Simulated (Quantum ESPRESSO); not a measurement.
# MoSi2N4, 1 layer, stepped through biaxial strain, part 5 of 7

Wanted: a table for MoSi2N4, 1 layer against biaxial strain, and what can be fitted to it.

Quantum ESPRESSO 7.5; plane-wave DFT, PBE, GBRV ultrasoft pseudopotentials.

So far. Step 3 (Relaxation with pw.x, -4 %): The relaxation lowers the energy by 12 meV an atom. Step 6 (Band structure, -4 %): Along this path the valence top lies at K and the conduction bottom between K and Γ. The valence levels at K and Γ lie only 0.02 eV apart, so strain, functional or spin-orbit coupling can change their order.

## (7) Relaxation with pw.x, -3 %

File m1.relax.in:

```
&control
  prefix = 'm1.relax'
  outdir = './out'
  pseudo_dir = './pseudo'
  nstep = 40
  forc_conv_thr = 0.0003
  calculation = 'relax'
  tstress = .true.
/
&system
  ibrav = 0
  nat = 7
  ntyp = 3
  ecutwfc = 50
  ecutrho = 250
  occupations = 'smearing'
  smearing = 'fd'
  degauss = 0.002
/
&electrons
  conv_thr = 1e-09
  mixing_beta = 0.4
  electron_maxstep = 120
  mixing_mode = 'plain'
/
&ions
/
ATOMIC_SPECIES
  N   14.0070  n_pbe_v1.2.uspp.F.UPF
  Si  28.0850  si_pbe_v1.uspp.F.UPF
  Mo  95.9500  mo_pbe_v1.uspp.F.UPF
CELL_PARAMETERS angstrom
  2.81406182311000 0.00000000000000 0.00000000000000
  -1.40703091204000 2.43704902669000 0.00000000000000
  0.00000000000000 0.00000000000000 21.86179061700000
ATOMIC_POSITIONS crystal
  N   0.000000000000 0.000000000000 0.338240171700
  Si  0.333333333300 0.666666666700 0.362098330200
  N   0.333333333300 0.666666666700 0.442564932500
  Mo  0.000000000000 0.000000000000 0.500000000000
  N   0.333333333300 0.666666666700 0.557435067500
  Si  0.333333333300 0.666666666700 0.637901669800
  N   0.000000000000 0.000000000000 0.661759828300
K_POINTS automatic
  12 12 1 0 0 0
```

On the command line:

```sh
OMP_NUM_THREADS=1 mpirun -n 4 pw.x -nk 4 -in m1.relax.in > m1.relax.out
```

Output:

```text
[banner, memory and clock lines left out]
Program PWSCF v.7.5 starts
[...]
Message from routine setup:
[...]
number of electrons       =        42.00
     number of Kohn-Sham states=           25
     kinetic-energy cutoff     =      50.0000  Ry
     charge density cutoff     =     250.0000  Ry
[...]
number of k points=    19  Fermi-Dirac smearing, width (Ry)=  0.0020
[...]
Dense  grid:    67737 G-vectors     FFT dimensions: (  27,  27, 216)
[...]
negative rho (up, down):  1.505E-03 0.000E+00
     Starting wfcs are   37 randomized atomic wfcs
[...]
negative rho (up, down):  1.462E-03 0.000E+00
[...]
estimated scf accuracy    <       1.97964159 Ry
[...]
negative rho (up, down):  1.560E-03 0.000E+00
[...]
estimated scf accuracy    <       0.46544688 Ry
[...]
negative rho (up, down):  1.590E-03 0.000E+00
[...]
estimated scf accuracy    <       0.21949882 Ry
[...]
negative rho (up, down):  1.689E-03 0.000E+00
[...]
estimated scf accuracy    <       0.01269755 Ry
[...]
negative rho (up, down):  1.763E-03 0.000E+00
[...]
estimated scf accuracy    <       0.00527250 Ry
[...]
negative rho (up, down):  1.783E-03 0.000E+00
[...]
estimated scf accuracy    <       0.00060301 Ry
[...]
negative rho (up, down):  1.788E-03 0.000E+00
[...]
estimated scf accuracy    <       0.00005958 Ry
[...]
negative rho (up, down):  1.789E-03 0.000E+00
[...]
estimated scf accuracy    <       0.00002071 Ry
[...]
negative rho (up, down):  1.790E-03 0.000E+00
[...]
estimated scf accuracy    <       0.00000194 Ry
[...]
negative rho (up, down):  1.791E-03 0.000E+00
[...]
estimated scf accuracy    <       0.00000071 Ry
[...]
negative rho (up, down):  1.792E-03 0.000E+00
[...]
estimated scf accuracy    <       0.00000012 Ry
[...]
negative rho (up, down):  1.792E-03 0.000E+00
[...]
estimated scf accuracy    <          2.6E-09 Ry
[...]
negative rho (up, down):  1.792E-03 0.000E+00
[...]
estimated scf accuracy    <          3.1E-09 Ry
[...]
negative rho (up, down):  1.792E-03 0.000E+00
[...]
the Fermi energy is     4.6531 ev
!    total energy              =    -239.54125439 Ry
     estimated scf accuracy    <          2.9E-11 Ry
     smearing contrib. (-TS)   =      -0.00000000 Ry
     internal energy E=F+TS    =    -239.54125439 Ry
[...]
one-electron contribution =   -2571.22316549 Ry
     hartree contribution      =    1296.41904686 Ry
     xc contribution           =     -50.48455045 Ry
     ewald contribution        =    1085.74741469 Ry
     convergence has been achieved in  14 iterations
     negative rho (up, down):  1.792E-03 0.000E+00
[...]
Total force =     0.067150     Total SCF correction =     0.000006
[...]
negative rho (up, down):  1.792E-03 0.000E+00
[...]
negative rho (up, down):  1.839E-03 0.000E+00
[...]
negative rho (up, down):  1.808E-03 0.000E+00
[...]
estimated scf accuracy    <       0.00532410 Ry
[...]
negative rho (up, down):  1.807E-03 0.000E+00
[...]
estimated scf accuracy    <       0.00714945 Ry
[...]
negative rho (up, down):  1.802E-03 0.000E+00
[...]
estimated scf accuracy    <       0.00006976 Ry
[...]
negative rho (up, down):  1.799E-03 0.000E+00
[...]
estimated scf accuracy    <       0.00003132 Ry
[...]
negative rho (up, down):  1.797E-03 0.000E+00
[...]
estimated scf accuracy    <       0.00000394 Ry
[...]
negative rho (up, down):  1.797E-03 0.000E+00
[...]
estimated scf accuracy    <       0.00000191 Ry
[...]
negative rho (up, down):  1.796E-03 0.000E+00
[...]
estimated scf accuracy    <       0.00000004 Ry
[...]
negative rho (up, down):  1.796E-03 0.000E+00
[...]
estimated scf accuracy    <       0.00000009 Ry
[...]
negative rho (up, down):  1.796E-03 0.000E+00
[...]
estimated scf accuracy    <          5.3E-09 Ry
[...]
negative rho (up, down):  1.796E-03 0.000E+00
[...]
the Fermi energy is     4.1821 ev
!    total energy              =    -239.54283144 Ry
     estimated scf accuracy    <          1.2E-10 Ry
     smearing contrib. (-TS)   =      -0.00000000 Ry
     internal energy E=F+TS    =    -239.54283144 Ry
[...]
one-electron contribution =   -2565.54212072 Ry
     hartree contribution      =    1293.24302342 Ry
     xc contribution           =     -50.46270536 Ry
     ewald contribution        =    1083.21897123 Ry
     convergence has been achieved in  10 iterations
     negative rho (up, down):  1.796E-03 0.000E+00
[...]
Total force =     0.034233     Total SCF correction =     0.000020
[...]
negative rho (up, down):  1.796E-03 0.000E+00
[...]
negative rho (up, down):  1.781E-03 0.000E+00
[...]
negative rho (up, down):  1.786E-03 0.000E+00
[...]
estimated scf accuracy    <       0.00035050 Ry
[...]
negative rho (up, down):  1.785E-03 0.000E+00
[...]
estimated scf accuracy    <       0.00048969 Ry
[...]
negative rho (up, down):  1.788E-03 0.000E+00
[...]
estimated scf accuracy    <       0.00000823 Ry
[...]
negative rho (up, down):  1.790E-03 0.000E+00
[...]
estimated scf accuracy    <       0.00000438 Ry
[...]
negative rho (up, down):  1.791E-03 0.000E+00
[...]
estimated scf accuracy    <       0.00000036 Ry
[...]
negative rho (up, down):  1.791E-03 0.000E+00
[...]
estimated scf accuracy    <       0.00000024 Ry
[...]
negative rho (up, down):  1.791E-03 0.000E+00
[...]
estimated scf accuracy    <          6.1E-09 Ry
[...]
negative rho (up, down):  1.791E-03 0.000E+00
[...]
estimated scf accuracy    <          7.9E-09 Ry
[...]
negative rho (up, down):  1.791E-03 0.000E+00
[...]
estimated scf accuracy    <          6.7E-10 Ry
[...]
negative rho (up, down):  1.791E-03 0.000E+00
[...]
the Fermi energy is     4.2283 ev
!    total energy              =    -239.54335655 Ry
     estimated scf accuracy    <          7.1E-12 Ry
     smearing contrib. (-TS)   =      -0.00000000 Ry
     internal energy E=F+TS    =    -239.54335655 Ry
[...]
one-electron contribution =   -2563.08533301 Ry
     hartree contribution      =    1292.07654794 Ry
     xc contribution           =     -50.45713069 Ry
     ewald contribution        =    1081.92255921 Ry
     convergence has been achieved in  10 iterations
     negative rho (up, down):  1.791E-03 0.000E+00
[...]
Total force =     0.015611     Total SCF correction =     0.000008
[...]
negative rho (up, down):  1.791E-03 0.000E+00
[...]
estimated scf accuracy    <          1.7E-10 Ry
[...]
negative rho (up, down):  1.787E-03 0.000E+00
[...]
the Fermi energy is     4.2449 ev
!    total energy              =    -239.54377491 Ry
     estimated scf accuracy    <          2.3E-11 Ry
     smearing contrib. (-TS)   =      -0.00000000 Ry
     internal energy E=F+TS    =    -239.54377491 Ry
[...]
one-electron contribution =   -2556.37302256 Ry
     hartree contribution      =    1288.73752992 Ry
     xc contribution           =     -50.44091387 Ry
     ewald contribution        =    1078.53263159 Ry
     convergence has been achieved in   9 iterations
     negative rho (up, down):  1.787E-03 0.000E+00
[...]
Total force =     0.013902     Total SCF correction =     0.000012
[...]
negative rho (up, down):  1.787E-03 0.000E+00
[...]
negative rho (up, down):  1.768E-03 0.000E+00
[...]
negative rho (up, down):  1.772E-03 0.000E+00
[...]
estimated scf accuracy    <       0.00018987 Ry
[...]
negative rho (up, down):  1.777E-03 0.000E+00
[...]
estimated scf accuracy    <       0.00003877 Ry
[...]
negative rho (up, down):  1.780E-03 0.000E+00
[...]
estimated scf accuracy    <       0.00001927 Ry
[...]
negative rho (up, down):  1.783E-03 0.000E+00
[...]
estimated scf accuracy    <       0.00000271 Ry
[...]
negative rho (up, down):  1.784E-03 0.000E+00
[...]
estimated scf accuracy    <       0.00000029 Ry
[...]
negative rho (up, down):  1.785E-03 0.000E+00
[...]
estimated scf accuracy    <       0.00000005 Ry
[...]
negative rho (up, down):  1.785E-03 0.000E+00
[...]
estimated scf accuracy    <          5.5E-09 Ry
[...]
negative rho (up, down):  1.785E-03 0.000E+00
[...]
estimated scf accuracy    <          4.5E-10 Ry
[...]
negative rho (up, down):  1.786E-03 0.000E+00
[...]
estimated scf accuracy    <          8.0E-10 Ry
[...]
negative rho (up, down):  1.786E-03 0.000E+00
[...]
estimated scf accuracy    <          1.9E-10 Ry
[...]
negative rho (up, down):  1.786E-03 0.000E+00
[...]
the Fermi energy is     4.2244 ev
!    total energy              =    -239.54409154 Ry
     estimated scf accuracy    <          8.4E-12 Ry
     smearing contrib. (-TS)   =      -0.00000000 Ry
     internal energy E=F+TS    =    -239.54409154 Ry
[...]
one-electron contribution =   -2548.32508421 Ry
     hartree contribution      =    1284.71110190 Ry
     xc contribution           =     -50.42206553 Ry
     ewald contribution        =    1074.49195631 Ry
     convergence has been achieved in  11 iterations
     negative rho (up, down):  1.786E-03 0.000E+00
[...]
Total force =     0.013100     Total SCF correction =     0.000010
[...]
negative rho (up, down):  1.786E-03 0.000E+00
[...]
negative rho (up, down):  1.762E-03 0.000E+00
[...]
negative rho (up, down):  1.767E-03 0.000E+00
[...]
estimated scf accuracy    <       0.00032119 Ry
[...]
negative rho (up, down):  1.774E-03 0.000E+00
[...]
estimated scf accuracy    <       0.00005578 Ry
[...]
negative rho (up, down):  1.779E-03 0.000E+00
[...]
estimated scf accuracy    <       0.00002811 Ry
[...]
negative rho (up, down):  1.782E-03 0.000E+00
[...]
estimated scf accuracy    <       0.00000503 Ry
[...]
negative rho (up, down):  1.784E-03 0.000E+00
[...]
estimated scf accuracy    <       0.00000062 Ry
[...]
negative rho (up, down):  1.785E-03 0.000E+00
[...]
estimated scf accuracy    <       0.00000008 Ry
[...]
negative rho (up, down):  1.785E-03 0.000E+00
[...]
estimated scf accuracy    <          8.6E-09 Ry
[...]
negative rho (up, down):  1.786E-03 0.000E+00
[...]
estimated scf accuracy    <          4.9E-10 Ry
[...]
negative rho (up, down):  1.786E-03 0.000E+00
[...]
estimated scf accuracy    <          4.8E-10 Ry
[...]
negative rho (up, down):  1.786E-03 0.000E+00
[...]
the Fermi energy is     4.1723 ev
!    total energy              =    -239.54431388 Ry
     estimated scf accuracy    <          4.2E-12 Ry
     smearing contrib. (-TS)   =      -0.00000000 Ry
     internal energy E=F+TS    =    -239.54431388 Ry
[...]
one-electron contribution =   -2537.16340294 Ry
     hartree contribution      =    1279.11708730 Ry
     xc contribution           =     -50.39682270 Ry
     ewald contribution        =    1068.89882446 Ry
     convergence has been achieved in  10 iterations
     negative rho (up, down):  1.786E-03 0.000E+00
[...]
Total force =     0.006736     Total SCF correction =     0.000003
[...]
negative rho (up, down):  1.786E-03 0.000E+00
[...]
negative rho (up, down):  1.783E-03 0.000E+00
[...]
negative rho (up, down):  1.784E-03 0.000E+00
[...]
estimated scf accuracy    <       0.00001409 Ry
[...]
negative rho (up, down):  1.784E-03 0.000E+00
[...]
estimated scf accuracy    <       0.00001330 Ry
[...]
negative rho (up, down):  1.785E-03 0.000E+00
[...]
estimated scf accuracy    <       0.00000062 Ry
[...]
negative rho (up, down):  1.786E-03 0.000E+00
[...]
estimated scf accuracy    <       0.00000013 Ry
[...]
negative rho (up, down):  1.786E-03 0.000E+00
[...]
estimated scf accuracy    <       0.00000001 Ry
[...]
negative rho (up, down):  1.786E-03 0.000E+00
[...]
estimated scf accuracy    <          2.9E-09 Ry
[...]
negative rho (up, down):  1.786E-03 0.000E+00
[...]
estimated scf accuracy    <          2.0E-10 Ry
[...]
negative rho (up, down):  1.786E-03 0.000E+00
[...]
estimated scf accuracy    <          2.5E-11 Ry
[...]
negative rho (up, down):  1.786E-03 0.000E+00
[...]
the Fermi energy is     4.1563 ev
!    total energy              =    -239.54433397 Ry
     estimated scf accuracy    <          1.0E-11 Ry
     smearing contrib. (-TS)   =      -0.00000000 Ry
     internal energy E=F+TS    =    -239.54433397 Ry
[...]
one-electron contribution =   -2535.66120893 Ry
     hartree contribution      =    1278.36151392 Ry
     xc contribution           =     -50.39394678 Ry
     ewald contribution        =    1068.14930782 Ry
     convergence has been achieved in   9 iterations
     negative rho (up, down):  1.786E-03 0.000E+00
[...]
Total force =     0.002349     Total SCF correction =     0.000010
[...]
negative rho (up, down):  1.786E-03 0.000E+00
[...]
negative rho (up, down):  1.787E-03 0.000E+00
[...]
negative rho (up, down):  1.786E-03 0.000E+00
[...]
estimated scf accuracy    <       0.00000335 Ry
[...]
negative rho (up, down):  1.786E-03 0.000E+00
[...]
estimated scf accuracy    <       0.00000365 Ry
[...]
negative rho (up, down):  1.786E-03 0.000E+00
[...]
estimated scf accuracy    <       0.00000006 Ry
[...]
negative rho (up, down):  1.786E-03 0.000E+00
[...]
estimated scf accuracy    <       0.00000002 Ry
[...]
negative rho (up, down):  1.786E-03 0.000E+00
[...]
estimated scf accuracy    <          2.3E-09 Ry
[...]
negative rho (up, down):  1.786E-03 0.000E+00
[...]
estimated scf accuracy    <          5.5E-10 Ry
[...]
negative rho (up, down):  1.786E-03 0.000E+00
[...]
estimated scf accuracy    <          2.5E-10 Ry
[...]
negative rho (up, down):  1.786E-03 0.000E+00
[...]
the Fermi energy is     4.1514 ev
!    total energy              =    -239.54433678 Ry
     estimated scf accuracy    <          4.1E-12 Ry
     smearing contrib. (-TS)   =       0.00000000 Ry
     internal energy E=F+TS    =    -239.54433678 Ry
[...]
one-electron contribution =   -2535.73492739 Ry
     hartree contribution      =    1278.39719075 Ry
     xc contribution           =     -50.39445337 Ry
     ewald contribution        =    1068.18785322 Ry
     convergence has been achieved in   8 iterations
     negative rho (up, down):  1.786E-03 0.000E+00
[...]
Total force =     0.000130     Total SCF correction =     0.000005
[...]
negative rho (up, down):  1.786E-03 0.000E+00
[...]
```

The job ended after 88 s (4 MPI ranks of AMD EPYC 9R14 (Zen 4), shared host; peak memory 0.65 GiB).

The steps of the relaxation:

```tsv
step	energy less that of the first step (eV)	largest force (eV/Å)
1	0.0000	0.7338
2	-0.0215	0.4803
3	-0.0286	0.2135
4	-0.0343	0.1980
5	-0.0386	0.2247
6	-0.0416	0.1179
7	-0.0419	0.0396
8	-0.0419	0.0018
```

The atoms that moved most (Å):

```tsv
atom	dx	dy	dz	length
N1	0.000	0.000	-0.057	0.057
N7	0.000	0.000	0.057	0.057
N3	0.000	0.000	-0.025	0.025
N5	0.000	0.000	0.025	0.025
Si2	0.000	0.000	-0.019	0.019
Si6	0.000	0.000	0.019	0.019
```

The relaxation lowers the energy by 6 meV an atom.

Numbers from this step:

| Property | Result |
| --- | --- |
| free energy | -3259.1667 eV |
| Fermi energy | 4.151 eV |

## (8) Ground state, -3 %

File m1.scf.in:

```
&control
  prefix = 'm1.scf'
  outdir = './out'
  pseudo_dir = './pseudo'
  calculation = 'scf'
  tprnfor = .true.
/
&system
  ibrav = 0
  nat = 7
  ntyp = 3
  ecutwfc = 40
  ecutrho = 200
  occupations = 'smearing'
  smearing = 'fd'
  degauss = 0.002
  nbnd = 25
/
&electrons
  conv_thr = 1e-09
  mixing_beta = 0.4
  electron_maxstep = 120
  mixing_mode = 'plain'
/
ATOMIC_SPECIES
  N   14.0070  n_pbe_v1.2.uspp.F.UPF
  Si  28.0850  si_pbe_v1.uspp.F.UPF
  Mo  95.9500  mo_pbe_v1.uspp.F.UPF
CELL_PARAMETERS angstrom
  2.81406182311000 0.00000000000000 0.00000000000000
  -1.40703091204000 2.43704902669000 0.00000000000000
  0.00000000000000 0.00000000000000 21.86179061700000
ATOMIC_POSITIONS crystal
  N   0.000000000000 0.000000000000 0.335650839800
  Si  0.333333333300 0.666666666700 0.361234976400
  N   0.333333333300 0.666666666700 0.441438490800
  Mo  0.000000000000 0.000000000000 0.500000000000
  N   0.333333333300 0.666666666700 0.558561509200
  Si  0.333333333300 0.666666666700 0.638765023600
  N   0.000000000000 0.000000000000 0.664349160200
K_POINTS automatic
  12 12 1 0 0 0
```

On the command line:

```sh
OMP_NUM_THREADS=1 mpirun -n 4 pw.x -nk 4 -in m1.scf.in > m1.scf.out
```

Output:

```text
[banner, memory and clock lines left out]
Program PWSCF v.7.5 starts
[...]
Message from routine setup:
[...]
number of electrons       =        42.00
     number of Kohn-Sham states=           25
     kinetic-energy cutoff     =      40.0000  Ry
     charge density cutoff     =     200.0000  Ry
[...]
number of k points=    19  Fermi-Dirac smearing, width (Ry)=  0.0020
[...]
Dense  grid:    48155 G-vectors     FFT dimensions: (  24,  24, 192)
[...]
negative rho (up, down):  1.505E-03 0.000E+00
     Starting wfcs are   37 randomized atomic wfcs
[...]
negative rho (up, down):  1.575E-03 0.000E+00
[...]
estimated scf accuracy    <       1.95466539 Ry
[...]
negative rho (up, down):  1.573E-03 0.000E+00
[...]
estimated scf accuracy    <       0.63651623 Ry
[...]
negative rho (up, down):  1.665E-03 0.000E+00
[...]
estimated scf accuracy    <       0.27067522 Ry
[...]
negative rho (up, down):  1.851E-03 0.000E+00
[...]
estimated scf accuracy    <       0.01434367 Ry
[...]
negative rho (up, down):  1.918E-03 0.000E+00
[...]
estimated scf accuracy    <       0.00821732 Ry
[...]
negative rho (up, down):  1.932E-03 0.000E+00
[...]
estimated scf accuracy    <       0.00032493 Ry
[...]
negative rho (up, down):  1.938E-03 0.000E+00
[...]
estimated scf accuracy    <       0.00016868 Ry
[...]
negative rho (up, down):  1.938E-03 0.000E+00
[...]
estimated scf accuracy    <       0.00000860 Ry
[...]
negative rho (up, down):  1.939E-03 0.000E+00
[...]
estimated scf accuracy    <       0.00000037 Ry
[...]
negative rho (up, down):  1.939E-03 0.000E+00
[...]
estimated scf accuracy    <       0.00000007 Ry
[...]
negative rho (up, down):  1.939E-03 0.000E+00
[...]
estimated scf accuracy    <       0.00000002 Ry
[...]
negative rho (up, down):  1.939E-03 0.000E+00
[...]
estimated scf accuracy    <          4.0E-09 Ry
[...]
negative rho (up, down):  1.939E-03 0.000E+00
[...]
the Fermi energy is     4.3441 ev
!    total energy              =    -239.54272511 Ry
     estimated scf accuracy    <          2.0E-10 Ry
     smearing contrib. (-TS)   =      -0.00000000 Ry
     internal energy E=F+TS    =    -239.54272511 Ry
[...]
one-electron contribution =   -2535.73281598 Ry
     hartree contribution      =    1278.39666588 Ry
     xc contribution           =     -50.39442822 Ry
     ewald contribution        =    1068.18785321 Ry
     convergence has been achieved in  13 iterations
     negative rho (up, down):  1.939E-03 0.000E+00
[...]
Total force =     0.000112     Total SCF correction =     0.000029
[...]
```

Run time: 11 s. Hardware: 4 MPI ranks; peak memory 0.49 GiB.

This step gave:

* free energy: -3259.1448 eV
* Fermi energy: 4.344 eV
* valence top, on the run's zero: 2.414 eV
* conduction bottom, on the run's zero: 5.134 eV
* gap by band count: 2.720 eV

(Continued in part 6 of 7.)

[Logs are printed without paths, hosts, clocks, repeated set-up lines and the standing remarks that a program may print on its own settings, such as how far it seeks lower states.]

[Hosts, paths, dates, database ids (printed as entryN), source tags and the programs' standing remarks are cut or masked in the printed files.]

[Maps of the electrostatic potential energy from Ansatz leave out the sawtooth potential of an applied field or a dipole correction, so their vacuum need not be flat; planar profiles and work functions include it.]
